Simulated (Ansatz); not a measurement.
# What CaSiS3 in R-3c, a phase reached by a soft mode distorts into, part 2 of 3

Wanted: the energy along a soft mode of CaSiS3 in R-3c, a phase reached by a soft mode and the structure at the end.

Ansatz 0.2.0; DFT LDA, scalar-relativistic, plane waves, PAW; PAW set soft_1.

So far. Step 4 (The mode frozen in, largest atomic shift 0.22 Å): The run ends at a pressure of 0.54 GPa, with forces up to 0.076 eV/Å.

The structure was built from a prototype and need not be the compound's stable phase.

## Step 5: Energy along the mode, all amplitudes (two of the runs are shown above)

An imaginary frequency means negative curvature, so the energy should fall and then rise again as anharmonic terms take over.

Numbers from this step:

```
depth at the lowest point sampled  : 3.137 meV/atom
largest atomic shift at that point : 0.22 Å
```

Energy from the parent against largest atomic shift:

```tsv
largest atomic shift (Å)	energy from the parent (meV/atom)
0.000	0
0.040	-0.196
0.080	-0.745
0.140	-1.96
0.220	-3.14
0.320	-0.229
0.450	21.2
```

Displacement at unit largest shift by atom:

```tsv
atom	x (Å)	y (Å)	z (Å)	size
Ca1	0.209	0.121	0.000	0.241
Ca2	0.209	0.121	0.000	0.241
Si3	0.304	0.357	0.000	0.469
Si4	0.461	0.085	0.000	0.469
S5	-0.199	0.232	0.409	0.511
S6	-0.199	0.232	0.409	0.511
S7	0.101	-0.288	0.409	0.510
S8	0.101	-0.288	0.409	0.510
S9	-0.499	-0.288	-0.817	1.000
S10	-0.499	-0.288	-0.817	1.000
```

The lowest of the steps tried is at 0.22 Å, 3.14 meV/atom below the parent; the bottom of the well need not coincide with a step.

## Step 6: Relaxing from the distorted cell

Starting from the lowest point found, all atoms and the cell are let go, so that strain and other modes of the same symmetry can join in.

Contents of input.yaml:

```yaml
crystal:
  lattice:
    - [3.2503872302, 1.8766119423, 4.8869535632]
    - [-3.2503872302, 1.8766119423, 4.8869535632]
    - [0.0, -3.7532238846, 4.8869535632]
  atoms:
    - { symbol: Ca, position: [0.7594460531, 0.7452769734, 0.7452769734] }
    - { symbol: Ca, position: [0.2594460531, 0.2452769734, 0.2452769734] }
    - { symbol: Si, position: [0.5172607945, 0.4966840098, 0.4860551957] }
    - { symbol: Si, position: [0.0172607945, -0.0139448043, -0.0033159902] }
    - { symbol: S, position: [0.1661063948, 0.7673938693, 0.3348926837] }
    - { symbol: S, position: [0.8417522006, 0.2673938693, 0.6592468778] }
    - { symbol: S, position: [0.3417522006, 0.1592468778, 0.7673938693] }
    - { symbol: S, position: [0.6661063948, 0.8348926837, 0.2673938693] }
    - { symbol: S, position: [0.7152122614, 0.3368238245, 0.1611780186] }
    - { symbol: S, position: [0.2152122614, 0.6611780186, 0.8368238245] }
kpoints:
  mp_grid: { grid: [6, 6, 6] }
hamiltonian:
  xc: lda
  pseudopotentials: { kind: paw, azcp: { folder: soft_1 }, xc_functional: pbe }
scf:
  occupations: { method: fixed }
output:
  forces: true
  stress: true
  eigenvalues: true
relax:
  adjacent_minimum: "off"
  f_tol: 0.002
  max_steps: 120
  cell: { stress_tol: 0.03 }
```

Launch:

```sh
$ ansatz run input.yaml --threads 4 --pin off --max-ram 16384MiB --backend cpu --events-out ev --progress --plain --runs-dir out
```

Numbers of over 12 decimals in the logs are rounded to 6 here.

What it wrote:

```text
[...]
Crystal: 10 atoms, lattice volume = 178.854 Å³
Basis set: ecut = 420 eV, 3497 PW (Γ)
Bands: 42, of which v1, the nominal top of the filled ones, is band 32 counted from 1 (31 counted from 0)
Symmetry: 2 space group operations
[...]
k-points: 68 of 216 (time reversal used)
[...]
SCF iter   1: F=—  HF=-9994.384371 eV  |F-HF|=—  |Δ(HF+E_count)|=         —  Δρ=5.61e-2  dr2=1.30e1  ethr=3.10e-3  ⟨swp⟩=7.8  Hψ=14128  notcnv=0  defer=484
[...]
SCF iter   9: F=-9990.311885 eV  HF=-9990.311885 eV  |F-HF|=4.87e-10  |Δ(HF+E_count)|=   4.44e-8  Δρ=1.68e-6  dr2=4.18e-9  ethr=1.56e-10  ⟨swp⟩=5.0  Hψ=10255  notcnv=0
SCF 1 converged in 9 iterations: F = -9990.311885 eV  dr2 = 4.18e-9
[...]
relax step   1: F+E_penalty+E_count = -9990.31188452 eV  Δ(F+E_penalty+E_count) = +0.000e0 eV  max|allowed force component| = 6.125e-2 eV/Å  Δτ_max = 0.0000 Å  P = +0.542 GPa  Ω = 178.854 Å³  (9 SCF iters, dr2 threshold 1.00e-7 eV, accepted)
Crystal: 10 atoms, lattice volume = 180.199 Å³
Basis set: ecut = 420 eV, 3501 PW (Γ)
[...]
iter 1 solved again at ethr=1.90e-5 eV; its pass at ethr=3.10e-3 eV (dr2=1.21e-2 eV) is discarded
[...]
SCF iter   5: F=-9990.318576 eV  HF=-9990.318576 eV  |F-HF|=5.72e-8  |Δ(HF+E_count)|=   1.16e-6  Δρ=1.92e-5  dr2=3.96e-7  ethr=1.56e-9  ⟨swp⟩=16.8  Hψ=21173  notcnv=0
SCF 2 converged in 5 iterations: F = -9990.318576 eV  dr2 = 3.96e-7
relax step   2: F+E_penalty+E_count = -9990.31857639 eV  Δ(F+E_penalty+E_count) = -6.692e-3 eV  max|allowed force component| = 5.861e-2 eV/Å  Δτ_max = 0.0237 Å  P = -0.017 GPa  Ω = 180.199 Å³  energy of the carried Pulay correction = -2.590e-4 eV  (5 SCF iters, dr2 threshold 1.00e-6 eV, accepted)
Crystal: 10 atoms, lattice volume = 180.274 Å³
[...]
SCF iter   5: F=-9990.321578 eV  HF=-9990.321578 eV  |F-HF|=2.63e-8  |Δ(HF+E_count)|=   6.07e-8  Δρ=7.67e-6  dr2=9.72e-8  ethr=3.35e-10  ⟨swp⟩=15.6  Hψ=20384  notcnv=0
SCF 3 converged in 5 iterations: F = -9990.321578 eV  dr2 = 9.72e-8
relax step   3: F+E_penalty+E_count = -9990.32157802 eV  Δ(F+E_penalty+E_count) = -3.002e-3 eV  max|allowed force component| = 5.273e-2 eV/Å  Δτ_max = 0.0131 Å  P = -0.034 GPa  Ω = 180.274 Å³  energy of the carried Pulay correction = -2.734e-4 eV  (5 SCF iters, dr2 threshold 2.15e-7 eV, accepted)
[... from here on, the SCF cycles and remarks between the steps are left out ...]
relax step   4: F+E_penalty+E_count = -9990.32718137 eV  Δ(F+E_penalty+E_count) = -5.603e-3 eV  max|allowed force component| = 1.263e-1 eV/Å  Δτ_max = 0.0368 Å  P = -0.127 GPa  Ω = 180.685 Å³  energy of the carried Pulay correction = -3.521e-4 eV  (6 SCF iters, dr2 threshold 1.74e-7 eV, accepted)
relax step   5: F+E_penalty+E_count = -9990.32984471 eV  Δ(F+E_penalty+E_count) = -2.663e-3 eV  max|allowed force component| = 2.467e-1 eV/Å  Δτ_max = 0.0974 Å  P = +0.029 GPa  Ω = 181.638 Å³  energy of the carried Pulay correction = -5.340e-4 eV  (6 SCF iters, dr2 threshold 9.97e-7 eV, accepted)
relax step   6: F+E_penalty+E_count = -9990.46815531 eV  Δ(F+E_penalty+E_count) = -1.383e-1 eV  max|allowed force component| = 2.359e-1 eV/Å  Δτ_max = 0.0812 Å  P = +0.445 GPa  Ω = 182.264 Å³  energy of the carried Pulay correction = -6.528e-4 eV  (6 SCF iters, dr2 threshold 1.00e-6 eV, accepted)
relax step   7: F+E_penalty+E_count = -9990.43209402 eV  Δ(F+E_penalty+E_count) = +3.606e-2 eV  max|allowed force component| = 7.954e-1 eV/Å  Δτ_max = 0.1562 Å  P = +0.759 GPa  Ω = 184.780 Å³  energy of the carried Pulay correction = -1.127e-3 eV  (6 SCF iters, dr2 threshold 1.00e-6 eV, rejected (line search))
relax step   8: F+E_penalty+E_count = -9990.59590954 eV  Δ(F+E_penalty+E_count) = -1.278e-1 eV  max|allowed force component| = 2.789e-1 eV/Å  Δτ_max = 0.0382 Å  P = +0.305 GPa  Ω = 183.620 Å³  energy of the carried Pulay correction = -9.091e-4 eV  (10 SCF iters, accepted)
relax step   9: F+E_penalty+E_count = -9990.74019801 eV  Δ(F+E_penalty+E_count) = -1.443e-1 eV  max|allowed force component| = 2.096e-1 eV/Å  Δτ_max = 0.0367 Å  P = +0.307 GPa  Ω = 184.713 Å³  energy of the carried Pulay correction = -1.114e-3 eV  (6 SCF iters, dr2 threshold 1.00e-6 eV, accepted)
relax step  10: F+E_penalty+E_count = -9990.92098507 eV  Δ(F+E_penalty+E_count) = -1.808e-1 eV  max|allowed force component| = 3.088e-1 eV/Å  Δτ_max = 0.0550 Å  P = +0.156 GPa  Ω = 186.209 Å³  energy of the carried Pulay correction = -1.393e-3 eV  (6 SCF iters, dr2 threshold 1.00e-6 eV, accepted)
relax step  11: F+E_penalty+E_count = -9991.12291474 eV  Δ(F+E_penalty+E_count) = -2.019e-1 eV  max|allowed force component| = 2.824e-1 eV/Å  Δτ_max = 0.0961 Å  P = +0.428 GPa  Ω = 186.235 Å³  energy of the carried Pulay correction = -1.398e-3 eV  (6 SCF iters, dr2 threshold 1.00e-6 eV, accepted)
relax step  12: F+E_penalty+E_count = -9991.19923524 eV  Δ(F+E_penalty+E_count) = -7.632e-2 eV  max|allowed force component| = 1.514e-1 eV/Å  Δτ_max = 0.1329 Å  P = -0.073 GPa  Ω = 188.155 Å³  energy of the carried Pulay correction = -1.752e-3 eV  (6 SCF iters, dr2 threshold 1.00e-6 eV, accepted)
relax step  13: F+E_penalty+E_count = -9991.20750549 eV  Δ(F+E_penalty+E_count) = -8.270e-3 eV  max|allowed force component| = 9.860e-2 eV/Å  Δτ_max = 0.0486 Å  P = -0.083 GPa  Ω = 188.913 Å³  energy of the carried Pulay correction = -1.891e-3 eV  (5 SCF iters, dr2 threshold 1.00e-6 eV, accepted)
relax step  14: F+E_penalty+E_count = -9991.21155779 eV  Δ(F+E_penalty+E_count) = -4.052e-3 eV  max|allowed force component| = 7.233e-2 eV/Å  Δτ_max = 0.0295 Å  P = +0.025 GPa  Ω = 188.054 Å³  energy of the carried Pulay correction = -1.734e-3 eV  (5 SCF iters, dr2 threshold 1.00e-6 eV, accepted)
relax step  15: F+E_penalty+E_count = -9991.21386466 eV  Δ(F+E_penalty+E_count) = -2.307e-3 eV  max|allowed force component| = 2.455e-2 eV/Å  Δτ_max = 0.0140 Å  P = -0.024 GPa  Ω = 188.252 Å³  energy of the carried Pulay correction = -1.770e-3 eV  (5 SCF iters, dr2 threshold 3.27e-7 eV, accepted)
relax step  16: F+E_penalty+E_count = -9991.21414638 eV  Δ(F+E_penalty+E_count) = -2.817e-4 eV  max|allowed force component| = 1.342e-2 eV/Å  Δτ_max = 0.0063 Å  P = -0.043 GPa  Ω = 188.294 Å³  energy of the carried Pulay correction = -1.778e-3 eV  (5 SCF iters, dr2 threshold 3.77e-8 eV, accepted)
relax step  17: F+E_penalty+E_count = -9991.21422390 eV  Δ(F+E_penalty+E_count) = -7.751e-5 eV  max|allowed force component| = 1.512e-3 eV/Å  Δτ_max = 0.0013 Å  P = +0.014 GPa  Ω = 188.168 Å³  energy of the carried Pulay correction = -1.755e-3 eV  (5 SCF iters, dr2 threshold 1.13e-8 eV, accepted)
relax step  18: F+E_penalty+E_count = -9991.25004633 eV  Δ(F+E_penalty+E_count) = -3.582e-2 eV  max|allowed force component| = 6.062e-3 eV/Å  Δτ_max = 0.0000 Å  P = +0.240 GPa  Ω = 188.168 Å³  stress off target by 6.29e-1 GPa  SCF on the basis re-selected at this cell (its energy is not comparable with the rows above)  (6 SCF iters)
relax step  19: F+E_penalty+E_count = -9991.25223096 eV  Δ(F+E_penalty+E_count) = -2.185e-3 eV  max|allowed force component| = 1.189e-2 eV/Å  Δτ_max = 0.0080 Å  P = +0.019 GPa  Ω = 189.011 Å³  energy of the carried Pulay correction = -1.497e-4 eV  (4 SCF iters, dr2 threshold 9.89e-7 eV, accepted)
relax step  20: F+E_penalty+E_count = -9991.25248265 eV  Δ(F+E_penalty+E_count) = -2.517e-4 eV  max|allowed force component| = 7.160e-3 eV/Å  Δτ_max = 0.0032 Å  P = +0.006 GPa  Ω = 189.103 Å³  energy of the carried Pulay correction = -1.640e-4 eV  (5 SCF iters, dr2 threshold 6.34e-8 eV, accepted)
relax step  21: F+E_penalty+E_count = -9991.25249788 eV  Δ(F+E_penalty+E_count) = -1.524e-5 eV  max|allowed force component| = 4.177e-3 eV/Å  Δτ_max = 0.0020 Å  P = +0.002 GPa  Ω = 189.128 Å³  energy of the carried Pulay correction = -1.687e-4 eV  (5 SCF iters, dr2 threshold 3.20e-9 eV, accepted)
relax step  22: F+E_penalty+E_count = -9991.25249944 eV  Δ(F+E_penalty+E_count) = -1.559e-6 eV  max|allowed force component| = 2.282e-3 eV/Å  Δτ_max = 0.0005 Å  P = -0.000 GPa  Ω = 189.130 Å³  energy of the carried Pulay correction = -1.691e-4 eV  (5 SCF iters, dr2 threshold 1.09e-9 eV, accepted)
relax step  23: F+E_penalty+E_count = -9991.25250011 eV  Δ(F+E_penalty+E_count) = -6.649e-7 eV  max|allowed force component| = 2.523e-4 eV/Å  Δτ_max = 0.0004 Å  P = -0.001 GPa  Ω = 189.131 Å³  energy of the carried Pulay correction = -1.694e-4 eV  (5 SCF iters, dr2 threshold 3.25e-10 eV, accepted)
[...]
SCF iter   1: F=—  HF=-9991.252642 eV  |F-HF|=—  |Δ(HF+E_count)|=         —  Δρ=1.04e-5  dr2=2.15e-8  ethr=5.64e-7  ⟨swp⟩=4.1  Hψ=20764  notcnv=0  defer=544
eigensolver tolerance schedule: the retry pair's looser diagonalisation over-reported the residual by 16804.16 of it (diagonalisation noise at an unbounded share of the residual, at the tolerance the schedule requests for it); recorded, not acted on — ethr = c·dr2/N_el stays at c = 1.0e-1
[...]
SCF iter   2: F=—  HF=-9991.252665 eV  |F-HF|=—  |Δ(HF+E_count)|=   2.36e-5  Δρ=5.27e-6  dr2=5.21e-9  ethr=3.35e-11  ⟨swp⟩=4.3  Hψ=7807  notcnv=0  defer=543
[...]
SCF iter   4: F=-9991.252665 eV  HF=-9991.252665 eV  |F-HF|=1.27e-11  |Δ(HF+E_count)|=  3.38e-10  Δρ=1.36e-7  dr2=2.29e-11  ethr=1.00e-12  ⟨swp⟩=18.6  Hψ=23545  notcnv=0
SCF 24 converged in 4 iterations: F = -9991.252665 eV  dr2 = 2.29e-11
relax step  24: F+E_penalty+E_count = -9991.25266518 eV  Δ(F+E_penalty+E_count) = -1.651e-4 eV  max|allowed force component| = 2.511e-4 eV/Å  Δτ_max = 0.0000 Å  P = -0.001 GPa  Ω = 189.131 Å³  stress off target by 2.72e-3 GPa  SCF on the basis re-selected at this cell (its energy is not comparable with the rows above)  (4 SCF iters)
[...]
SCF converged after 4 iterations
Free energy (F): -9991.252665 eV
[...]
Internal energy: -9991.252665 eV  (E = F + TS)
E sigma→0 (E₀):  -9991.252665 eV
Fermi energy:    7.549224 eV
[...]
--- Forces (eV/Å), atoms counted from 1 ---
  atom   1  Ca    -0.00022058    -0.00003169     0.00015673
  atom   2  Ca    -0.00013773    -0.00017519     0.00015673
  atom   3  Si    -0.00001297    -0.00005101     0.00008910
  atom   4  Si    -0.00005066     0.00001427     0.00008910
  atom   5  S     -0.00010272     0.00014521    -0.00011707
  atom   6  S      0.00024699    -0.00007543    -0.00006744
  atom   7  S      0.00005817     0.00025161    -0.00006744
  atom   8  S      0.00007439    -0.00016157    -0.00011707
  atom   9  S      0.00006977     0.00005666    -0.00006150
  atom  10  S      0.00008396     0.00003209    -0.00006150
  max |Σ_I F_I| component: 8.62e-6 eV/Å
--- Stress (GPa, compression-positive) ---
       -0.001455       0.000605      -0.001739
        0.000605      -0.002153      -0.001004
       -0.001739      -0.001004      -0.000215
  P = ⅓ Tr σ = -0.0013 GPa (-0.013 kbar)
--- Band table (eV; the first three rows and the last of 68) ---
  k-point 0: bands = [... 28 lower, 6.2707, 6.5530, 7.1886, 7.5492, 8.8913, 9.3389, 10.1685, 10.7322, ... 6 higher]
  k-point 1: bands = [... 28 lower, 6.1748, 6.4058, 6.9394, 7.5289, 8.8663, 9.6641, 10.2612, 10.6114, ... 6 higher]
  k-point 2: bands = [... 28 lower, 6.1241, 6.3865, 6.4879, 7.4233, 8.8917, 10.0392, 10.4957, 10.6155, ... 6 higher]
  k-point 67: bands = [... 28 lower, 5.9059, 5.9059, 6.8207, 6.8207, 9.5246, 9.5246, 10.8918, 10.8918, ... 6 higher]
--- Relaxed structure (22 steps of the walk, 21 accepted, 2 SCFs on fresh bases) ---
  F+E_penalty+E_count = -9991.25266518 eV   max|allowed force component| = 2.511e-4 eV/Å   (the final SCF, on the basis selected at the relaxed cell)
  cell:  # Å, volume = 189.1314 Å³
    - [2.992869, 1.727934, 4.786566]
    - [-3.825958, 1.180311, 5.550956]
    - [-0.890800, -3.903533, 5.550956]
  atoms:
    - { symbol: Ca, position: [0.723992, 0.752149, 0.703089] }
    - { symbol: Ca, position: [0.223992, 0.203089, 0.252149] }
    - { symbol: Si, position: [0.542673, 0.472546, 0.452103] }
    - { symbol: Si, position: [0.042673, -0.047897, -0.027454] }
    - { symbol: S, position: [0.174108, 0.751201, 0.344385] }
    - { symbol: S, position: [0.855906, 0.322739, 0.661137] }
    - { symbol: S, position: [0.355906, 0.161137, 0.822739] }
    - { symbol: S, position: [0.674108, 0.844385, 0.251201] }
    - { symbol: S, position: [0.703099, 0.318974, 0.221899] }
    - { symbol: S, position: [0.203099, 0.721899, 0.818974] }
```

Run time: 5.6 min. Hardware: 4 threads of Arm Neoverse V1, shared host; peak memory 0.73 GiB.

Step by step (22 of 24):

```tsv
step	energy less that of the first step (eV)	largest force component (eV/Å)	pressure (GPa)	volume (Å³)
1	0.0000	0.0613	0.54	178.85
2	-0.0067	0.0586	-0.02	180.20
3	-0.0097	0.0527	-0.03	180.27
4	-0.0153	0.1263	-0.13	180.69
5	-0.0180	0.2467	0.03	181.64
6	-0.1563	0.2359	0.44	182.26
8	-0.2840	0.2789	0.30	183.62
9	-0.4283	0.2096	0.31	184.71
10	-0.6091	0.3088	0.16	186.21
11	-0.8110	0.2824	0.43	186.24
12	-0.8874	0.1514	-0.07	188.16
13	-0.8956	0.0986	-0.08	188.91
14	-0.8997	0.0723	0.03	188.05
15	-0.9020	0.0245	-0.02	188.25
16	-0.9023	0.0134	-0.04	188.29
17	-0.9023	0.0015	0.01	188.17
19	-0.9403	0.0119	0.02	189.01
20	-0.9406	0.0072	0.01	189.10
21	-0.9406	0.0042	0.00	189.13
22	-0.9406	0.0023	0.00	189.13
23	-0.9406	0.0003	0.00	189.13
24*	-0.9408	0.0003	0.00	189.13
```

Relaxation steps marked * repeat the geometry before them on a plane-wave basis chosen anew for their cell, so energy and pressure can jump there. Other such steps can lie between the rows shown. Relaxation step 7 was tried and not accepted.

Forces are held to the 2 operations that the run works with; a distortion that breaks them can't arise in this run.

```tsv
cell as run	before	after	change
a (Å)	6.162	5.904	-4.2 %
b (Å)	6.162	6.844	+11.1 %
c (Å)	6.162	6.844	+11.1 %
α (°)	63.67	50.79	-20.2 %
β (°)	63.67	64.87	+1.9 %
γ (°)	63.67	64.87	+1.9 %
volume (Å³/atom)	17.89	18.91	+5.7 %
```

The atoms that moved most (Å, as changes of fractional coordinates times the final cell):

```tsv
atom	dx	dy	dz	length
S6	-0.171	0.082	0.385	0.430
S7	-0.014	-0.189	0.385	0.430
Ca1	-0.095	0.112	-0.366	0.394
Ca2	0.049	-0.138	-0.366	0.394
S10	-0.253	0.120	0.180	0.333
S9	-0.022	-0.279	0.180	0.333
Si4	0.227	0.098	-0.201	0.319
Si3	0.199	0.148	-0.201	0.319
```

This step gave:

- pressure: -0.001274 GPa
- gap on the k-mesh: 1.224 eV
- volume per atom: 18.91 Å³

The distorted start has space group Cc; the relaxation ends in Cc.

## Step 7: The new phase in its own primitive cell

The relaxed structure is symmetrised, reduced to its primitive cell and relaxed tightly, as its phonons need.

Contents of input.yaml:

```yaml
crystal:
  lattice:
    - [6.1829645665, -2.9351589455, 0.0]
    - [6.1829645665, 2.9351589455, 0.0]
    - [-2.7751943148, 0.0, 5.2108091537]
  atoms:
    - { symbol: Ca, position: [0.7478508846, 0.2969107802, 0.7239917486] }
    - { symbol: Ca, position: [0.2969107802, 0.7478508846, 0.2239917486] }
    - { symbol: Si, position: [0.0274542853, 0.5478970176, 0.5426730402] }
    - { symbol: Si, position: [0.5478970176, 0.0274542853, 0.0426730402] }
    - { symbol: S, position: [0.7487993122, 0.6556146478, 0.1741082509] }
    - { symbol: S, position: [0.1772608589, 0.3388632054, 0.8559061094] }
    - { symbol: S, position: [0.3388632054, 0.1772608589, 0.3559061094] }
    - { symbol: S, position: [0.6556146478, 0.7487993122, 0.6741082509] }
    - { symbol: S, position: [0.1810256426, 0.7781010699, 0.7030985552] }
    - { symbol: S, position: [0.7781010699, 0.1810256426, 0.2030985552] }
kpoints:
  mp_grid: { grid: [6, 6, 6] }
hamiltonian:
  xc: lda
  pseudopotentials: { kind: paw, azcp: { folder: soft_1 }, xc_functional: pbe }
scf:
  occupations: { method: fixed }
output:
  forces: true
  stress: true
  eigenvalues: true
relax:
  adjacent_minimum: "off"
  f_tol: 0.001
  max_steps: 60
  cell: { stress_tol: 0.01 }
```

What it wrote:

```text
[...]
Crystal: 10 atoms, lattice volume = 189.131 Å³
Basis set: ecut = 420 eV, 3687 PW (Γ)
Bands: 42, of which v1, the nominal top of the filled ones, is band 32 counted from 1 (31 counted from 0)
Symmetry: 2 space group operations
[...]
k-points: 68 of 216 (time reversal used)
[...]
- { symbol: Si, position: [0.5478970176, 0.027454, 0.0426730402] }
    - { symbol: S, position: [0.7487993122, 0.655615, 0.1741082509] }
    - { symbol: S, position: [0.177261, 0.3388632054, 0.8559061094] }
    - { symbol: S, position: [0.3388632054, 0.177261, 0.355906] }
    - { symbol: S, position: [0.6556146478, 0.748799, 0.6741082509] }
    - { symbol: S, position: [0.1810256426, 0.7781010699, 0.703099] }
    - { symbol: S, position: [0.7781010699, 0.181026, 0.2030985552] }
[key lines of the parts left out:]
SCF converged after 6 iterations
Free energy (F): -9991.252665 eV
Fermi energy:    7.549224 eV
P = ⅓ Tr σ = -0.0013 GPa (-0.013 kbar)
```

The job ended after 38 s (4 threads; peak memory 0.72 GiB; 2.5 min of CPU time).

Little changed from the start: no atom moved by 0.005 Å and no cell edge by 0.1 %.

Numbers from this step:

| Property | Result |
| --- | --- |
| pressure | -0.001275 GPa |
| direct gap on mesh | 1.337 eV |

The largest force component left is 0.23 meV/Å and the pressure is -0.001 GPa, within the tolerances set. The cell now holds 18.91 Å³/atom.

(Continued in part 3 of 3.)

[Logs are printed without paths, hosts, clocks, repeated set-up lines and the standing remarks that a program may print on its own settings, such as how far it seeks lower states.]

[Hosts, paths, dates, database ids (printed as entryN), source tags and the programs' standing remarks are cut or masked in the printed files.]
